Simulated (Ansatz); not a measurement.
## What Be2Sn (model cell, started as antifluorite) distorts into

Which phase does Be2Sn (model cell, started as antifluorite) fall into along its unstable mode, and how much energy does it gain?

Method: DFT PBEsol, scalar-relativistic, plane waves, PAW, in Ansatz 0.2.0.

The structure was built from a prototype and need not be the compound's stable phase.

### 1. The structure

Symmetry: Fm-3m, No. 225, cubic system. Conventional cell: a = 5.761 Å, b = 5.761 Å, c = 5.761 Å, α = 90.00°, β = 90.00°, γ = 90.00°. Sn has 8 Be at 2.49 Å nearest. Nearest to Be lie 4 Sn at 2.49 Å. Farther neighbours are not listed.

### 2. Response at finite wavevector

The cell comes from relaxations at this level that are not shown. Stability and thermal properties need the whole zone. Linear response on a 4×4×4 q mesh gives force constants as far as a supercell of that size would.

input.yaml reads:

```yaml
crystal:
  lattice:
    - [0.0, 2.8806534513, 2.8806534513]
    - [2.8806534513, 0.0, 2.8806534513]
    - [2.8806534513, 2.8806534513, 0.0]
  atoms:
    - { symbol: Sn, position: [0.0, 0.0, 0.0] }
    - { symbol: Be, position: [0.25, 0.25, 0.25] }
    - { symbol: Be, position: [0.75, 0.75, 0.75] }
kpoints:
  mp_grid: { grid: [12, 12, 12] }
hamiltonian:
  xc: pbesol
scf:
  occupations: { method: methfessel_paxton, width: 0.15 }
output:
  eigenvalues: true
phonons:
  method: dfpt
  qmesh: [4, 4, 4]
  temperatures: { t_max: 1000, t_step: 50 }
  qpath:
    path:
      - [[0.0, 0.0, 0.0], [0.5, 0.0, 0.5], [0.625, 0.25, 0.625]]
      - [[0.375, 0.375, 0.75], [0.0, 0.0, 0.0], [0.5, 0.5, 0.5], [0.5, 0.25, 0.75], [0.5, 0.0, 0.5]]
    npoints: 10
```

Command:

```
ansatz run input.yaml --threads 4 --pin off --max-ram 7168MiB --backend cpu --events-out ev --progress --plain --runs-dir out
```

Numbers of over 12 decimals in the logs are rounded to 6 here.

Log:

```text
Warning: phonons: the dynamical matrix that this run interpolates holds no multipole term above the dipole-dipole one, and a site of this crystal is no centre of inversion, so its interpolated transverse optical and acoustic branches and sound speeds can stay off near Gamma, and the density of states and the thermodynamics with them. What a run solves at a wave vector of phonons.qpoints, Gamma apart, where the deck admits one, is free of this, and under fd what a larger phonons.supercell samples
Engine: ansatz 0.2.0, aarch64-unknown-linux-gnu
Pseudopotentials: kind: paw
Pseudopotential: Sn, paw, valence charge 14, recommended cutoff 420 eV (normal), Sn.paw.azcp
Pseudopotential: Be, paw, valence charge 2, recommended cutoff 420 eV (normal), Be.paw.azcp
Functional definition: PBEsol
  exchange = pbesol_x
  correlation = pbesol_c
Crystal: 3 atoms, lattice volume = 47.808 Å³
Basis set: ecut = 420 eV, 941 PW (Γ), exchange–correlation on 60×60×60 points (8 copies of the dense FFT grid, shifted against one another)
Bands: 13, of which v1, the nominal top of the filled ones, is band 9 counted from 1 (8 counted from 0)
Symmetry: 48 space group operations
k-points: 72 of 1728
Non-local potential: Sn, projectors of the file, l = 0: 2, l = 1: 2, l = 2: 2, l = 3: 2
Non-local potential: Be, projectors of the file, l = 0: 2, l = 1: 2, l = 2: 1
PAW form: soft (Blöchl's): semilocal exchange-correlation on the pseudo side does not see the compensation charge
PAW frozen core: Sn, regenerated for the run's functional, and the local potential with it (the file was generated under x = pbe(κ = 0.804, μ = 0.219515), c = pbe(β = 0.066725))
PAW frozen core: Be, regenerated for the run's functional, and the local potential with it (the file was generated under x = pbe(κ = 0.804, μ = 0.219515), c = pbe(β = 0.066725))
PAW one-centre angular grid: Sn, 590 points (default); XC on 64 Gauss nodes
PAW one-centre angular grid: Be, 110 points (default); XC on 64 Gauss nodes
Initial density: superposition of atomic densities (neutral atoms: chi_scale 0, normalization atom), corrected by the library's trained network
Initial wavefunctions: pseudopotential atomic-orbital guess
Functional: x = pbesol(κ = 0.804, μ = 0.123457), c = pbesol(β = 0.046)
SCF iter   1: F=—  HF=-6128.936233 eV  |F-HF|=—  |Δ(HF+E_count)|=         —  Δρ=3.67e-3  dr2=7.79e-3  ethr=1.77e-3  ⟨swp⟩=5.1  Hψ=5359  notcnv=0
preconditioner: auto → none  [insulator: Δε(μ)=0.108 eV  Ē_g=17.394 eV  σ=0.150 eV  W_gap=0.57  n_scr=14 (ndim 8)  ℏωp=22.8 eV  f_vac=0.005  D(μ)=0.38/eV (n_scr^D=0)  ε∞_Penn≈2.7]
SCF iter   2: F=—  HF=-6128.934360 eV  |F-HF|=—  |Δ(HF+E_count)|=   1.87e-3  S|Δr|=    0.00e0  Δρ=1.96e-3  dr2=1.81e-3  ethr=4.33e-5  ⟨swp⟩=1.0  Hψ=1520  notcnv=0
SCF iter   3: F=—  HF=-6128.934508 eV  |F-HF|=—  |Δ(HF+E_count)|=   1.48e-4  S|Δr|=    0.00e0  Δρ=1.05e-3  dr2=5.92e-4  ethr=1.00e-5  ⟨swp⟩=2.0  Hψ=1580  notcnv=0
SCF iter   4: F=—  HF=-6128.934190 eV  |F-HF|=—  |Δ(HF+E_count)|=   3.18e-4  S|Δr|=    0.00e0  Δρ=2.74e-4  dr2=3.19e-5  ethr=3.29e-6  ⟨swp⟩=2.1  Hψ=1546  notcnv=0
SCF iter   5: F=—  HF=-6128.934178 eV  |F-HF|=—  |Δ(HF+E_count)|=   1.15e-5  S|Δr|=    0.00e0  Δρ=1.56e-4  dr2=9.14e-6  ethr=1.77e-7  ⟨swp⟩=2.0  Hψ=1579  notcnv=0
SCF iter   6: F=—  HF=-6128.934175 eV  |F-HF|=—  |Δ(HF+E_count)|=   3.85e-6  S|Δr|=    0.00e0  Δρ=7.56e-5  dr2=2.26e-6  ethr=5.08e-8  ⟨swp⟩=2.0  Hψ=1562  notcnv=0
SCF iter   7: F=—  HF=-6128.934175 eV  |F-HF|=—  |Δ(HF+E_count)|=   1.16e-7  S|Δr|=    0.00e0  Δρ=1.92e-5  dr2=1.41e-7  ethr=1.26e-8  ⟨swp⟩=2.6  Hψ=1519  notcnv=0
SCF iter   8: F=—  HF=-6128.934175 eV  |F-HF|=—  |Δ(HF+E_count)|=   7.16e-8  S|Δr|=    0.00e0  Δρ=2.09e-6  dr2=1.55e-9  ethr=7.84e-10  ⟨swp⟩=2.0  Hψ=1516  notcnv=0
SCF iter   9: F=-6128.934175 eV  HF=-6128.934175 eV  |F-HF|=6.37e-12  |Δ(HF+E_count)|=  7.61e-10  S|Δr|=    0.00e0  Δρ=9.66e-8  dr2=2.99e-12  ethr=1.00e-12  ⟨swp⟩=5.1  Hψ=4924  notcnv=0
SCF 1 converged in 9 iterations: F = -6128.934175 eV  dr2 = 2.99e-12
  greatest PAW one-centre occupation: 0.990 electrons in one spin orbital (limit 2), on the Sn atom at site 0 (counted from 0), in its partial waves of l = 2
Initial density: read from a saved state, or passed on in memory by an earlier SCF of this step, an earlier step, the calling program or the single point that the run made first
iter 1 solved again at ethr=1.49e-6 eV; its pass at ethr=3.10e-3 eV (dr2=2.68e-4 eV) is discarded
SCF iter   1: F=—  HF=-6128.934175 eV  |F-HF|=—  |Δ(HF+E_count)|=         —  Δρ=1.24e-6  dr2=5.63e-10  ethr=1.49e-6  ⟨swp⟩=2.0  Hψ=7568  notcnv=0
eigensolver tolerance schedule: the retry pair's looser diagonalisation over-reported the residual by 476748.51 of it (diagonalisation noise at an unbounded share of the residual, at the tolerance the schedule requests for it); recorded, not acted on — ethr = c·dr2/N_el stays at c = 1.0e-1
preconditioner: auto → none  [insulator: Δε(μ)=0.108 eV  Ē_g=17.405 eV  σ=0.150 eV  W_gap=0.56  n_scr=14 (ndim 8)  ℏωp=22.8 eV  f_vac=0.000  D(μ)=0.38/eV (n_scr^D=0)  ε∞_Penn≈2.7]
SCF iter   2: F=—  HF=-6128.934175 eV  |F-HF|=—  |Δ(HF+E_count)|=   6.90e-7  S|Δr|=    0.00e0  Δρ=6.66e-7  dr2=2.02e-10  ethr=3.13e-12  ⟨swp⟩=4.0  Hψ=2463  notcnv=0
SCF iter   3: F=—  HF=-6128.934175 eV  |F-HF|=—  |Δ(HF+E_count)|=  4.55e-11  S|Δr|=    0.00e0  Δρ=4.22e-7  dr2=7.21e-11  ethr=1.12e-12  ⟨swp⟩=1.0  Hψ=936  notcnv=0
SCF iter   4: F=—  HF=-6128.934175 eV  |F-HF|=—  |Δ(HF+E_count)|=  2.00e-11  S|Δr|=    0.00e0  Δρ=2.79e-7  dr2=3.05e-11  ethr=1.00e-12  ⟨swp⟩=1.0  Hψ=936  notcnv=0
SCF iter   5: F=-6128.934175 eV  HF=-6128.934175 eV  |F-HF|=0.00e0  |Δ(HF+E_count)|=  8.19e-12  S|Δr|=    0.00e0  Δρ=6.62e-8  dr2=2.10e-12  ethr=1.00e-12  ⟨swp⟩=1.8  Hψ=2263  notcnv=0
SCF 2 converged in 5 iterations: F = -6128.934175 eV  dr2 = 2.10e-12
phonons: the bands overlap, so this run is a metal and interpolates without the dipole-dipole term. If the crystal is really an insulator or semiconductor, its LO-TO splitting is missing
NSCF: frozen V_eff on 72 k-points
NSCF: frozen V_eff on 163 k-points
DFPT response loops at q = (0, 0, 0) (fractional): preconditioner auto → Kerker (q_TF=auto, 2.318 Å⁻¹) (partly filled bands, converged f_vac=0.000); β = 1.00, the filter's whole step (`scf.mixing.beta` (0.50) is not read by the response loops under this deck's `scf.mixing.preconditioner`; to damp them name `kerker` or `kerker_dos`, under which they read `scf.mixing.beta`, and type it under 1.00, their step now; both keys bind the ground state too); Broyden in place of MSR1
NSCF: frozen V_eff on 1872 k-points
DFPT response loops at q = (0, 0, 0.25) (fractional): mixed as the last ones told, above
NSCF: frozen V_eff on 952 k-points
DFPT response loops at q = (0, 0, -0.5) (fractional): mixed as the last ones told, above
NSCF: frozen V_eff on 1020 k-points
DFPT response loops at q = (0, 0.25, 0.25) (fractional): mixed as the last ones told, above
NSCF: frozen V_eff on 3456 k-points
DFPT response loops at q = (0, 0.25, -0.5) (fractional): mixed as the last ones told, above
NSCF: frozen V_eff on 1872 k-points
DFPT response loops at q = (0, 0.25, -0.25) (fractional): mixed as the last ones told, above
NSCF: frozen V_eff on 560 k-points
DFPT response loops at q = (0, -0.5, -0.5) (fractional): mixed as the last ones told, above
NSCF: frozen V_eff on 1020 k-points
DFPT response loops at q = (0.25, -0.5, -0.25) (fractional): mixed as the last ones told, above
SCF converged after 9 iterations
Stability not checked: this state was not tested for a lower state beside it, because cold or Methfessel-Paxton smearing, or corrected tetrahedra, fill the levels in a way that the test cannot read (fill_not_monotonic; see scf.lower_state_search)
Free energy (F): -6128.934175 eV
Harris-Foulkes:  -6128.934175 eV  (|F-HF|=6.37e-12)
Internal energy: -6128.934991 eV  (E = F + TS)
E sigma→0 (E₀):  -6128.934379 eV
Entropy (-TS):   0.000816 eV (0.272 meV/atom)
Fermi energy:    8.944193 eV
--- Per-component energies (eV) ---
  E_band       = -94.757582
  E_kinetic    = 226.317465
  E_local      = -1085.996436  (includes V_loc(G=0)·N_el)
  E_nonlocal   = -21.225888
  E_hartree    = 642.406535
  E_xc         = -416.473472
  E_vxc        = -136.388821  (∫ρ·V_xc dr)
  E_paw        = -4182.283859  (= ΣΔE_a)
  E_vpaw       = -362.276981  (= ΣTr[D̂ρ^β])
  E_aug_tail   = -0.000001  (compensation charges beyond the density's cutoff)
  E_ewald      = -1291.983236
  E_core_change = 0.303902  (= ΣΔE_core)
  E_smearing   = 0.000816  (= −TS)
  E_closure    = 0.000000  (closes the sum)
  Σ components = -6128.934175   (vs F -6128.934175, Δ=0.00e0)
--- Band table (eV; the first three rows and the last of 72) ---
  k-point 0: bands = [... 5 lower, -2.4664, 9.7333, 9.7333, 9.7333, 9.9531, 9.9531, 9.9531, 12.8135]
  k-point 1: bands = [... 5 lower, -2.3848, 8.3066, 9.1941, 9.1941, 10.4936, 10.4936, 10.7940, 13.0176]
  k-point 2: bands = [... 5 lower, -2.1417, 6.6586, 8.6465, 8.6465, 10.9226, 10.9226, 11.0185, 13.3423]
  k-point 71: bands = [... 5 lower, 0.6921, 3.6715, 3.6715, 4.5091, 11.7372, 11.7372, 13.1480, 13.6026]
--- Phonons (Γ-DFPT): 2 representative perturbations + reference (Σ response iterations 6) ---
  ASR residual: 1.549e-4 → 0.000e0 eV/Å²; symmetrization residual: 1.544e-7 eV/Å²
  ASR residual per site (eV/Å²): 1.55e-4 4.16e-6 4.16e-6
  Γ frequencies (cm⁻¹): 0.00 0.00 0.00 297.42 297.42 297.42 357.66 357.66 357.66
--- Phonons (arbitrary-q DFPT): 8 irreducible q on the 4×4×4 mesh ---
  q = [0.0000, 0.0000, 0.0000] (star 1, of the zone-centre solve; hermiticity 4.20e-8, symmetrization 2.64e-12): -0.00 -0.00 0.00 297.42 297.42 297.42 357.66 357.66 357.66
  q = [0.0000, 0.0000, 0.2500] (star 8, 2 solved perturbations on 936 of 1728 k-point pairs; hermiticity 1.36e-7, symmetrization 4.75e-12): -32.30 -32.30 108.90 294.03 294.03 337.18 361.35 361.35 417.50
  q = [0.0000, 0.0000, -0.5000] (star 4, 2 solved perturbations on 476 of 1728 k-point pairs; hermiticity 7.48e-9, symmetrization 1.07e-12): -68.53 -68.53 137.57 330.89 330.89 361.31 361.31 380.04 457.75
  q = [0.0000, 0.2500, 0.2500] (star 6, 4 solved perturbations in 1608 linear systems a pass and spin channel, the states on 510 of 1728 k-point pairs; hermiticity 5.80e-8, symmetrization 3.59e-13): -48.52 -48.52 113.85 293.87 293.87 366.60 371.25 371.25 401.29
  q = [0.0000, 0.2500, -0.5000] (star 24, 4 solved perturbations in 5328 linear systems a pass and spin channel, the states on 1728 of 1728 k-point pairs; hermiticity 8.34e-8, symmetrization 8.62e-13): -78.77 81.92 121.62 327.44 333.14 361.50 372.36 388.14 397.50
  q = [0.0000, 0.2500, -0.2500] (star 12, 4 solved perturbations in 2892 linear systems a pass and spin channel, the states on 936 of 1728 k-point pairs; hermiticity 4.90e-8, symmetrization 3.88e-14): -23.01 95.50 100.09 309.95 346.77 360.33 365.36 373.43 393.86
  q = [0.0000, -0.5000, -0.5000] (star 3, 4 solved perturbations in 886 linear systems a pass and spin channel, the states on 280 of 1728 k-point pairs; hermiticity 9.02e-8, symmetrization 5.99e-13): -116.08 -116.08 161.54 346.09 346.09 348.14 348.14 395.05 432.16
  q = [0.2500, -0.5000, -0.2500] (star 6, 4 solved perturbations in 1544 linear systems a pass and spin channel, the states on 510 of 1728 k-point pairs; hermiticity 1.28e-7, symmetrization 1.09e-12): 58.54 104.72 104.72 314.89 353.47 353.47 374.26 381.19 389.55
  sum rule: each row above includes the acoustic sum rule's correction from the zone centre's row sums; it moved no ω² by more than (0.60 cm⁻¹)²
  mesh force constants: q→R imaginary residual 4.42e-18; ASR residual 1.549e-4 → 0.000e0 eV/Å²; symmetrization residual 3.553e-15 eV/Å²
  interpolated dispersion: 62 rows × 9 modes
  density of states and harmonic sums: on the 20×20×20 q-mesh, interpolated from the force constants of a 4×4×4 supercell (no non-analytic term)
  largest difference from the sums on the solved wave vectors: F 8.01e-2 eV, S 9.59e-5 and C_V 2.23e-5 eV/K
  zero-point energy: 0.143935 eV/cell   skipped modes (ω ≤ 0): 287, of them read as no rigid motion or as one in doubt: 284 (1.082e0 modes/cell left out, lowest -116.08 cm⁻¹)   left out of the sums: 1.20e-1 of the cell's modes: C_V's classical limit lies that fraction below 3 k_B per atom; for a crystal, a wire or a layer, F and S can be off by more, and a phonons.interpolated_qmesh denser along its periods is the remedy for the sampling
```

Elapsed: 3.9 min, on 4 threads of Arm Neoverse V2, shared host; peak memory 2.6 GiB.

Numbers from this step:

| Property | Result |
| --- | --- |
| volume per atom | 15.94 Å³ |
| gap on the k-mesh | 0 eV |
| sum-rule residual before enforcement | 1.55e-4 eV/Å² |
| lowest frequency on the path | -116.1 cm⁻¹ |
| point group | m-3m |
| highest frequency on the path or at a solved wavevector | 457.8 cm⁻¹ |
| highest optical mode at the zone centre (no LO-TO term) | 357.7 cm⁻¹ |
| lowest optical zone-centre mode | 297.4 cm⁻¹ |
| lowest mode on the q mesh (acoustic modes at Γ apart) | -116.1 cm⁻¹ |

Frequencies (cm⁻¹) solved at each irreducible wavevector; negative means imaginary. Frequencies by wavevector, by row:

```tsv
q in reciprocal lattice units	star	mode 1	mode 2	mode 3	mode 4	mode 5	mode 6	mode 7	mode 8	mode 9
0 0 0	1	0	0	0	297.4	297.4	297.4	357.7	357.7	357.7
0 0 0.25	8	-32.3	-32.3	108.9	294	294	337.2	361.4	361.4	417.5
0 0 -0.5	4	-68.5	-68.5	137.6	330.9	330.9	361.3	361.3	380	457.8
0 0.25 0.25	6	-48.5	-48.5	113.8	293.9	293.9	366.6	371.2	371.2	401.3
0 0.25 -0.5	24	-78.8	81.9	121.6	327.4	333.1	361.5	372.4	388.1	397.5
0 0.25 -0.25	12	-23	95.5	100.1	309.9	346.8	360.3	365.4	373.4	393.9
0 -0.5 -0.5	3	-116.1	-116.1	161.5	346.1	346.1	348.1	348.1	395.1	432.2
0.25 -0.5 -0.25	6	58.5	104.7	104.7	314.9	353.5	353.5	374.3	381.2	389.6
```

Interpolated from a 4×4×4 q mesh. Phonon branches along the path, in cm⁻¹:

```tsv
point	branch 1	branch 2	branch 3	branch 4	branch 5	branch 6	branch 7	branch 8	branch 9
Γ	0	0	0	297	297	297	358	358	358
halfway	-48	-48	114	294	294	367	371	371	401
X	-116	-116	162	346	346	348	348	395	432
halfway	-108	-85	156	342	345	350	354	393	420
U	-87	75	141	332	340	355	371	387	395
jump to K	-87	75	141	332	340	355	371	387	395
halfway	18	77	82	296	318	340	362	392	393
Γ	0	0	0	297	297	297	358	358	358
halfway	-32	-32	109	294	294	337	361	361	418
L	-68	-68	138	331	331	361	361	380	458
halfway	-39	70	125	330	347	352	374	379	404
W	58	105	105	315	354	354	374	381	390
halfway	-80	-70	149	335	350	351	357	391	410
X	-116	-116	162	346	346	348	348	395	432
```

The phonon branches as a text plot (rows in cm⁻¹):

```
    446 |                                     ******
    422 |       *********                   **      **        ***
    398 |    *** ********** ******        **          ** ********
    374 |  *******       *******  ****   *    ***************
    350 |**  **   ***********************************************
    326 |  **    ***    *****  *****       **  ***************
    302 |**    **            ******************
    278 |  ****                     *
    255 |
    231 |
    207 |
    183 |
    159 |         *******                                     ***
    135 |       **       ***                  *********     **
    111 |      *           ****             **         *****
     87 |    **              *****         *           **  *
     63 |   *            **      ****     *           *  ***
     39 |  *                      ****   *           *  *   *
     15 | ***                   ******  ***
     -8 |*   **                *     ***   *        *  *
    -32 |                    **             *         *     **
    -56 |      *        *   *                **** ****       *
    -80 |       **     *  **                     *            *
   -104 |         ********                                    ***
         Γ           X  U|K            Γ         L        W     X
```

Symmetry leaves 8 wavevectors to solve. The lowest mode among them, the acoustic zeros apart, lies at q = (0, -0.5, -0.5) and is imaginary, 116.1i cm⁻¹, so the energy falls along it.

### 3. The mode frozen in, largest atomic shift 0 Å

The mode followed lies at q = (0, -0.5, -0.5) with frequency 116.1i cm⁻¹ and is 2-fold degenerate, the softest among the wavevectors solved. At small amplitude the distorted cell has space group no. 59 by a symmetry search on the positions. The undistorted cell that holds it gives the zero of energy on the same k mesh.

System of this step: Be2Sn (model cell, started as antifluorite). Symmetry: Fm-3m, No. 225, cubic system. The conventional cell has a = 5.761 Å, b = 5.761 Å, c = 5.761 Å, α = 90.00°, β = 90.00°, γ = 90.00°. Sn has 8 Be at 2.49 Å nearest. Nearest to Be lie 4 Sn at 2.49 Å. Farther neighbours are not listed.

input.yaml reads:

```yaml
crystal:
  lattice:
    - [0.0, -2.8806534513, -2.8806534513]
    - [0.0, 2.8806534513, -2.8806534513]
    - [5.7613069026, 0.0, 0.0]
  atoms:
    - { symbol: Sn, position: [0.5, 0.5, 0.5] }
    - { symbol: Sn, position: [0.0, 0.0, 0.0] }
    - { symbol: Be, position: [0.0, 0.5, 0.75] }
    - { symbol: Be, position: [0.5, 0.0, 0.25] }
    - { symbol: Be, position: [0.0, 0.5, 0.25] }
    - { symbol: Be, position: [0.5, 0.0, 0.75] }
kpoints:
  mp_grid: { grid: [8, 8, 6] }
hamiltonian:
  xc: pbesol
scf:
  occupations: { method: methfessel_paxton, width: 0.15 }
output:
  forces: true
  stress: true
  eigenvalues: true
```

Log:

```text
[...]
Crystal: 6 atoms, lattice volume = 95.617 Å³
Basis set: ecut = 420 eV, 1875 PW (Γ), exchange–correlation on 60×60×80 points (8 copies of the dense FFT grid, shifted against one another)
Bands: 24, of which v1, the nominal top of the filled ones, is band 18 counted from 1 (17 counted from 0)
Symmetry: 32 space group operations
[...]
k-points: 60 of 384
[...]
k-point 0: bands = [... 14 lower, 5.3600, 8.5367, 9.5037, 9.7326, 9.7326, 9.7341, 9.9526, 9.9539, ... 2 higher]
  k-point 1: bands = [... 14 lower, 5.4942, 8.5558, 8.5558, 8.5885, 9.2756, 9.5966, 9.6536, 11.2132, ... 2 higher]
  k-point 2: bands = [... 14 lower, 5.8939, 7.4460, 7.4460, 7.8857, 8.7416, 9.2963, 10.1103, 12.0033, ... 2 higher]
  k-point 59: bands = [... 14 lower, 3.6720, 3.6720, 4.5085, 4.5085, 11.7373, 11.7373, 11.7373, 11.7373, ... 2 higher]
[key lines of the parts left out:]
SCF converged after 7 iterations
Free energy (F): -12257.868867 eV
Fermi energy:    8.937175 eV
P = ⅓ Tr σ = -0.0568 GPa (-0.568 kbar)
```

The job ended after 2.3 s (4 threads; peak memory 0.44 GiB).

This step gave:

```yaml
pressure: -0.05678 GPa
energy_from_the_undistorted_cell: 0 meV/atom
```

The run ends at a pressure of -0.06 GPa.

(Part 1 of 3 ends here.)

[Logs are printed without paths, hosts, clocks, repeated set-up lines and the standing remarks that a program may print on its own settings, such as how far it seeks lower states.]

[Hosts, paths, dates, database ids (printed as entryN), source tags and the programs' standing remarks are cut or masked in the printed files.]
